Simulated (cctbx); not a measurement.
# What is wrong with this refinement?

Cell a = 16.4810 Å, b = 13.6560 Å, c = 9.9360 Å, α = 90.00°, β = 112.56°, γ = 90.00°; space group C2/c (no. 15). The compound is SrSn2H10I6O5.

Simulated single-crystal data (cctbx): Ga Kα, λ = 1.3414 Å, to d = 0.83 Å, 95 % of the full sphere, strongest reflection 40000 counts, noise from counting, a 3 % proportional error and a noise floor of 8 counts (s.d.); no absorption.

An isotropic refinement with weights 1/σ² prints:

```text
Rint 0.027, 1886 unique reflections to 0.83 A
cycle     R1     wR2    GooF  max shift (A)
   1  0.8421  0.9776  34.274  15.17306
  10  0.0490  0.1255   4.401   0.21928
final R1 0.0473 wR2 0.1219 GooF 4.273  parameters 48  data/parameter 39.3
atom        x        y        z      Ueq    occ   su(xyz)  su(Uiso or U11)
I1     0.14580  0.17046  0.96310   0.0042  1.000  0.00008  0.0002
I2     0.94220  0.36930  0.90409   0.0035  1.000  0.00009  0.0002
I3     0.19214  0.36621  0.29875   0.0041  1.000  0.00009  0.0002
Sn1    0.12511  0.38977  0.97399   0.0041  1.000  0.00009  0.0002
Sr1    0.00000  0.01027  0.25000   0.0040  1.000  0.00012  0.0004
O1     0.00000  0.21537  0.25000   0.0765  1.000  0.01344  0.0455
O2     0.92915  0.90987  0.44796   0.0080  1.000  0.00101  0.0019
O3     0.18224  0.61839 -0.11695   1.0000  1.000  0.02674  0.2039
H1     1.33333  0.98183 -0.29159   0.1010  1.000  0.03669  0.1155
H2     0.15179  0.13126  0.14508   0.2080  1.000  0.06436  0.2638
H3     0.66881  0.56512  0.30473   0.1964  1.000  0.05874  0.2151
H4    -0.43555  1.16525  0.04377   0.0582  1.000  0.02984  0.0802
H5    -0.49672  1.28442 -0.25128   0.0001  1.000  0.08652  0.1355
difference map: max 17.19 min -1.39 rms 0.52
Q1    0.1700  0.0688  0.3058    8   17.76  0.05 A from H3
Q2    0.0000  0.2129  0.2500    4    7.95  0.03 A from O1
Q3    0.1384  0.1736  0.9518    8    2.05  0.14 A from I1
Q4    0.1228  0.3954  0.9691    8    1.75  0.09 A from Sn1
Q5    0.1858  0.1162  0.2182    8    1.50  0.76 A from H2
Q6    0.0000  0.0028  0.2500    4    1.38  0.10 A from Sr1
```

Q: Accept it or mend it, and why?

Mend it. The fault: start far from the minimum. Against the right model at the same level, R1 goes from 0.0110 to 0.0473 and GooF from 0.92 to 4.27, O3 takes U = the program's ceiling, H3 takes U = 0.20 Å², H2 takes U = 0.21 Å², H1 takes U = 0.10 Å² and the top difference peak, 17.8 e/Å³, lies on H3. Least squares finds the nearest minimum, not the best. The fit had not settled when the cycles ran out.

The compound is SrSn2H10I6O5. The right model at the same level gives:

```text
Rint 0.027, 1886 unique reflections to 0.83 A
cycle     R1     wR2    GooF  max shift (A)
   1  0.2005  0.4449  15.598   0.14882
   4  0.0110  0.0261   0.916   0.00002
final R1 0.0110 wR2 0.0261 GooF 0.916  parameters 48  data/parameter 39.3
atom        x        y        z      Ueq    occ   su(xyz)  su(Uiso or U11)
I1     0.14571  0.17047  0.96303   0.0047  1.000  0.00002  0.0000
I2     0.94219  0.36929  0.90412   0.0041  1.000  0.00002  0.0000
I3     0.19211  0.36618  0.29873   0.0047  1.000  0.00002  0.0000
Sn1    0.12509  0.38981  0.97398   0.0046  1.000  0.00002  0.0001
Sr1    0.00000  0.01028  0.25000   0.0045  1.000  0.00002  0.0001
O1     0.00000  0.21462  0.25000   0.0080  1.000  0.00020  0.0006
O2     0.92906  0.91003  0.44677   0.0077  1.000  0.00022  0.0004
O3     0.33037  0.56888  0.19529   0.0081  1.000  0.00022  0.0004
H1     0.93979  0.25785  0.21496   0.0133  1.000  0.00396  0.0091
H2     0.36418  0.39829  0.40436   0.0203  1.000  0.00443  0.0103
H3     0.95990  0.84834  0.47074   0.0036  1.000  0.00362  0.0078
H4     0.31603  0.61321  0.27708   0.0081  1.000  0.00392  0.0086
H5     0.28078  0.51585  0.14928   0.0261  1.000  0.00469  0.0110
difference map: max 0.59 min -0.54 rms 0.14
Q1    0.0000  0.1245  0.2500    4    0.59  1.23 A from O1
Q2    0.0000  0.2679  0.7500    4    0.54  2.51 A from I2
Q3    0.0773  0.2419  0.9115    8    0.52  1.43 A from I1
Q4    0.1325  0.4258  0.0981    8    0.50  1.29 A from Sn1
Q5    0.0228  0.3929  0.9129    8    0.50  1.34 A from I2
Q6    0.1317  0.0369  0.0582    8    0.49  1.85 A from H4
```

The model was made for the exercise: a known structure type with other elements put in, its volume estimated, not relaxed; displacement parameters are assumed.

[Middle refinement cycles are left out of these outputs.]

[Logs are printed without paths, hosts, clocks, repeated set-up lines and the standing remarks that a program may print on its own settings, such as how far it seeks lower states.]
